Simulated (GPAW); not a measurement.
**Near-edge structure at the Sn K edge of SnO2 (R-3m)**

Aim: the dependence of the Sn K near-edge features of SnO2 (R-3m) on volume.

Calculated with GPAW 26.7.0; X-ray absorption from dipole matrix elements to empty bands, plane-wave PAW LDA.

### Step 1. Set-up

The structure is trigonal, space group R-3m (No. 166). Conventional cell: a = 3.234 Å, b = 3.234 Å, c = 14.402 Å, α = 90.00°, β = 90.00°, γ = 120.00°. Sn has 6 O at 2.13 Å nearest. Nearest to O lie 3 Sn at 2.13 Å. Farther neighbours and most contacts between anions are not listed.

### Step 2. The field without a hole

A plain self-consistent run shows whether there is a gap, which decides the set-up of the core-hole run.

scf.py

```python
import numpy as np
from ase import Atoms
from ase.parallel import parprint, paropen
from gpaw import GPAW, PW, FermiDirac, Mixer, MixerDif, setup_paths
from gpaw.test import gen
setup_paths.insert(0, '.')
gen('Sn', name='nch1s', xcname='LDA', corehole=(1, 0, 0), write_xml=True)
from gpaw.mpi import world
world.barrier()

atoms = Atoms('SnO2',
    cell=[[1.61709308, 0.93362912, 4.80059258],
     [-1.61709308, 0.93362912, 4.80059258],
     [0, -1.86725824, 4.80059258]],
    scaled_positions=[[0.5, 0.5, 0.5],
     [0.76283, 0.76283, 0.76283],
     [0.23717, 0.23717, 0.23717]],
    pbc=True)
atoms.calc = calc = GPAW(legacy_gpaw=True, mode=PW(500), xc='LDA', setups={0: 'nch1s'},
    kpts={'size': (9, 9, 9), 'gamma': True}, occupations=FermiDirac(0.05),
    charge=0, mixer=Mixer(0.1, 5, 50), maxiter=150,
    convergence={'density': 0.0001}, txt='scf.txt')
energy = atoms.get_potential_energy() + calc.get_reference_energy()
ef = calc.get_fermi_level()
out = dict(energy=energy, fermi=ef, forces=atoms.get_forces().tolist())
parprint(f'all-electron energy {energy:.4f} eV, Fermi level {ef:.4f} eV')
ev = np.array([[calc.get_eigenvalues(k, s) for k in range(len(calc.get_ibz_k_points()))] for s in range(calc.get_number_of_spins())])
out['homo'], out['lumo'], out['counts'] = ev[ev < ef].max(), ev[ev > ef].min(), sorted(set((ev < ef).sum((0, 2)).tolist()))
out['filled'] = (ev[:, 0] < ef).sum(1).tolist()
import json
with paropen('out.json', 'w') as f:
    json.dump(out, f)
```

On the command line:

```bash
OMP_NUM_THREADS=1 mpirun -n 2 gpaw python scf.py
```

Numbers of over 12 decimals in the logs are rounded to 6 here.

The log of the run:

```text
Input parameters:
  convergence: {density: 0.0001}
  kpts: {gamma: True,
         size: (9, 9, 9)}
  maxiter: 150
  mixer: {backend: pulay,
          beta: 0.1,
          method: separate,
          nmaxold: 5,
          weight: 50}
  mode: {ecut: 500.0,
         name: pw}
  occupations: {fixmagmom: False,
                name: fermi-dirac,
                width: 0.05}
  setups: {0: nch1s}

Initialize ...

[... PAW data sets ...]

Reference energy: -171921.402948  # eV

Spin-paired calculation

[... convergence settings ...]
Symmetries present (total): 4
  [... symmetry matrices ...]

729 k-points: 9 x 9 x 9 Monkhorst-Pack grid
205 k-points in the irreducible part of the Brillouin zone
       k-points in crystal coordinates                weights
   0:     0.00000000    0.00000000    0.00000000          1/729
   1:     0.00000000    0.00000000    0.11111111          2/729
   2:     0.00000000    0.00000000    0.22222222          2/729
   3:     0.00000000    0.00000000    0.33333333          2/729
   4:     0.00000000    0.00000000    0.44444444          2/729
   5:     0.11111111   -0.11111111    0.00000000          2/729
   6:     0.11111111   -0.11111111    0.11111111          4/729
   7:     0.11111111   -0.11111111    0.22222222          4/729
   8:     0.11111111   -0.11111111    0.33333333          4/729
   9:     0.11111111   -0.11111111    0.44444444          4/729
          ...
 204:     0.44444444    0.44444444    0.44444444          2/729

Wave functions: Plane wave expansion
  Cutoff energy: 500.000 eV
  Number of coefficients (min, max): 1085, 1116
  Pulay-stress correction: 0.000000 eV/Ang^3 (de/decut=0.000000)
  Using FFTW library
  Wavefunction extrapolation:
    Improved wavefunction reuse through dual PAW basis

Occupation numbers: Fermi-Dirac:
  width: 0.0500  # eV

Eigensolver
   Davidson(niter=2)

Densities:
  Coarse grid: 27*27*27 grid
  Fine grid: 54*54*54 grid
  Total Charge: 0.000000

Density mixing:
  Method: separate
  Backend: pulay
  Linear mixing parameter: 0.1
  old densities: 5
  Width of damping distribution: 1.1
  Damping of long wavelength oscillations: 50

[... Hamiltonian set-up ...]
Number of atoms: 3
Number of atomic orbitals: 17
Number of bands in calculation: 17
Number of valence electrons: 26
Bands to converge: occupied

... initialized

Initializing position-dependent things.

Density initialized from atomic densities
Creating initial wave functions:
  17 bands from LCAO basis set

       O

       Sn

       O

Atomic positions and initial magnetic moments

Positions:
   0 Sn     0.000000    0.000000    7.200889    ( 0.0000,  0.0000,  0.0000)
   1 O     -0.000000    0.000000   10.986108    ( 0.0000,  0.0000,  0.0000)
   2 O     -0.000000    0.000000    3.415670    ( 0.0000,  0.0000,  0.0000)

Unit cell:
           periodic     x           y           z      points  spacing
  1. axis:    yes    1.617093    0.933629    4.800593    27     0.1018
  2. axis:    yes   -1.617093    0.933629    4.800593    27     0.1018
  3. axis:    yes    0.000000   -1.867258    4.800593    27     0.1018

  Lengths:   5.150955   5.150955   5.150955
  Angles:   36.593718  36.593718  36.593718

Effective grid spacing dv^(1/3) = 0.1302

iter:   1   -22.852188
iter:   2   -21.584075   -0.71  -0.92
iter:   3   -20.428868   -0.62  -1.04
iter:   4   -20.401865   -1.87  -1.41
iter:   5   -20.355177   -2.46  -1.65
iter:   6   -20.354402   -3.31  -2.57
iter:   7   -20.354257c  -4.02  -2.64
iter:   8   -20.353572c  -4.16  -2.80
iter:   9   -20.353564c  -5.77  -3.45
iter:  10   -20.353575c  -5.18  -3.48
iter:  11   -20.353537c  -5.60  -3.46
iter:  12   -20.353537c  -7.26  -3.99
iter:  13   -20.353537c  -7.81c -4.13c

Converged after 13 iterations.

Dipole moment: (-0.000000, -0.000000, -0.000000) |e|*Ang

Energy contributions relative to reference atoms: (reference = -171921.402948)

Kinetic:        +17.495781
Potential:      -15.391306
External:        +0.000000
XC:             -22.207861
Entropy (-ST):   -0.000000
Local:           -0.250150
SIC:             +0.000000
--------------------------
Free energy:    -20.353537
Extrapolated:   -20.353537

Showing only first 2 kpts
 Kpt  Band  Eigenvalues  Occupancy
  0    11      2.00667    2.00000
  0    12      2.77114    2.00000
  0    13      4.65031    0.00000
  0    14      8.37476    0.00000

  1    11      2.13265    2.00000
  1    12      2.83817    2.00000
  1    13      5.39746    0.00000
  1    14      8.85758    0.00000

Fermi level: 3.89142

Gap: 1.760 eV
Transition (v -> c):
  (s=0, k=28, n=12, [0.22, -0.22, 0.00]) -> (s=0, k=0, n=13, [0.00, 0.00, 0.00])
Direct/indirect transitions are different
Direct gap: 1.879 eV
Transition at: (s=0, k=0, n=12, [0.00, 0.00, 0.00])

Forces in eV/Ang:
  0 Sn    0.00000    0.00000    0.00000
  1 O     0.00000    0.00000    0.79108
  2 O     0.00000   -0.00000   -0.79108
Scalar-relativistic atomic LDA calculation for Sn (Tin, Z=50)
Core hole in 1s state (1s occupation: 2.0)
750 radial gridpoints.
|------------------------------------------------|
|------------------------------------------------|
[... the atom generator's iteration count ...]

Energy contributions:
-------------------------
Kinetic:    +6433.602378
XC:          -159.347132
Potential: -12443.201828
-------------------------
Total:      -6168.946582

state      eigenvalue         ekin         rmax
-----------------------------------------------
1s^2.0 : -1063.730537  1353.317949        0.019
2s^2.0 :  -160.675785   281.234255        0.106
2p^6.0 :  -144.457695   266.941499        0.085
3s^2.0 :   -30.987638    80.007389        0.308
3p^6.0 :   -25.667637    74.293258        0.301
3d^10.0:   -17.408854    67.551481        0.251
4s^2.0 :    -4.906972    21.601013        0.745
4p^6.0 :    -3.291998    18.274761        0.788
4d^10.0:    -0.952163    12.016196        0.887
5s^2.0 :    -0.396843     2.800661        2.004
5p^2.0 :    -0.142200     1.472983        2.539
-----------------------------------------------
(units: Bohr and Hartree)

Generating PAW setup
Kinetic energy of the core from tauc = 6485.771847213579
Cutoffs:
rc(s)=2.270
rc(p)=2.400
rc(d)=2.240
rc(vbar)=2.250
rc(comp)=2.260
rc(nct)=2.400

Kinetic energy of the core states: 6304.893134
Charge: 0.0
Core electrons: 36.0
Valence electrons: 14.0
Pseudo-core charge: 0.328396
Shape function alpha=1.958
Pseudo-electron charge 6.835440
state    eigenvalue         norm
--------------------------------
5s(2) :    -0.396843     1.152734
*s    :     0.603157
5p(2) :    -0.142200     1.024228
*p    :     0.857800
4d(10):    -0.952163     0.215312
*d    :     0.047837
--------------------------------

Diagonalizing with gridspacing h=0.050

state   all-electron     PAW
-------------------------------
5s:      -0.396843    -0.397377
5p:      -0.142200    -0.142842
4d:      -0.952163    -0.953074
*f:                    0.066259
-------------------------------
all-electron energy -171941.7565 eV, Fermi level 3.8914 eV
```

Wall time 63 s (2 MPI ranks of Arm Neoverse V2, shared host); peak memory 0.24 GiB.

The mesh shows a gap of 1.76 eV, so the hole is first treated in a charged cell, without the excited electron.

### Step 3. Supercell without a hole, the energy reference

The photon energy needs a difference of total energies, so the cell and mesh of the coming hole run are first run without a hole.

scf.py: that of step 2 with these lines changed.

```diff
@@ -10,12 +10,21 @@
 
-atoms = Atoms('SnO2',
-    cell=[[1.61709308, 0.93362912, 4.80059258],
-     [-1.61709308, 0.93362912, 4.80059258],
-     [0, -1.86725824, 4.80059258]],
+atoms = Atoms('Sn4O8',
+    cell=[[3.23418615, -1.86725824, 4.80059258],
+     [-3.23418615, -1.86725824, 4.80059258],
+     [0, -3.73451649, -4.80059258]],
     scaled_positions=[[0.5, 0.5, 0.5],
-     [0.76283, 0.76283, 0.76283],
-     [0.23717, 0.23717, 0.23717]],
+     [0, 0, 0.5],
+     [0.5, 0, 0],
+     [0, 0.5, 0],
+     [0.76283, 0.76283, 0.23717],
+     [0.26283, 0.26283, 0.23717],
+     [0.76283, 0.26283, 0.73717],
+     [0.26283, 0.76283, 0.73717],
+     [0.23717, 0.23717, 0.76283],
+     [0.73717, 0.73717, 0.76283],
+     [0.23717, 0.73717, 0.26283],
+     [0.73717, 0.23717, 0.26283]],
     pbc=True)
 atoms.calc = calc = GPAW(legacy_gpaw=True, mode=PW(500), xc='LDA', setups={0: 'nch1s'},
-    kpts={'size': (9, 9, 9), 'gamma': True}, occupations=FermiDirac(0.05),
+    kpts={'size': (4, 4, 4), 'gamma': True}, occupations=FermiDirac(0.02),
     charge=0, mixer=Mixer(0.1, 5, 50), maxiter=150,
```

The log of the run:

```text
Input parameters:
  convergence: {density: 0.0001}
  kpts: {gamma: True,
         size: (4, 4, 4)}
  maxiter: 150
  mixer: {backend: pulay,
          beta: 0.1,
          method: separate,
          nmaxold: 5,
          weight: 50}
  mode: {ecut: 500.0,
         name: pw}
  occupations: {fixmagmom: False,
                name: fermi-dirac,
                width: 0.02}
  setups: {0: nch1s}

Initialize ...

[...]
*s    :     0.603157
5p(2) :    -0.142200     1.024228
*p    :     0.857800
4d(10):    -0.952163     0.215312
*d    :     0.047837
--------------------------------

Diagonalizing with gridspacing h=0.050

state   all-electron     PAW
-------------------------------
5s:      -0.396843    -0.397377
5p:      -0.142200    -0.142842
4d:      -0.952163    -0.953074
*f:                    0.066259
-------------------------------
all-electron energy -687767.0198 eV, Fermi level 3.4500 eV
[key lines of the parts left out:]
Converged after 15 iterations.
Dipole moment: (-0.000000, 0.000000, -0.000000) |e|*Ang
Free energy:    -81.407987
Fermi level: 3.44998
```

Run time: 67 s. Hardware: 2 MPI ranks; peak memory 0.33 GiB.

Reference energy: -687767.020 eV with the cores included.

(Part 1 of 3 ends here.)

[Banner, clock and machine lines of the logs are left out without a mark of their own.]

[Logs are printed without paths, hosts, clocks, repeated set-up lines and the standing remarks that a program may print on its own settings, such as how far it seeks lower states.]

[Hosts, paths, dates, database ids (printed as entryN), source tags and the programs' standing remarks are cut or masked in the printed files.]

[Lists of maxima count a maximum above −3 eV only where it reaches 4 % of the highest in the window and stands out from its surroundings by 2 % of it (1.5 % where it reaches 55 %); shoulders and weaker maxima are passed over, and of the rest the first, up to two pre-edge ones and the few strongest are named.]
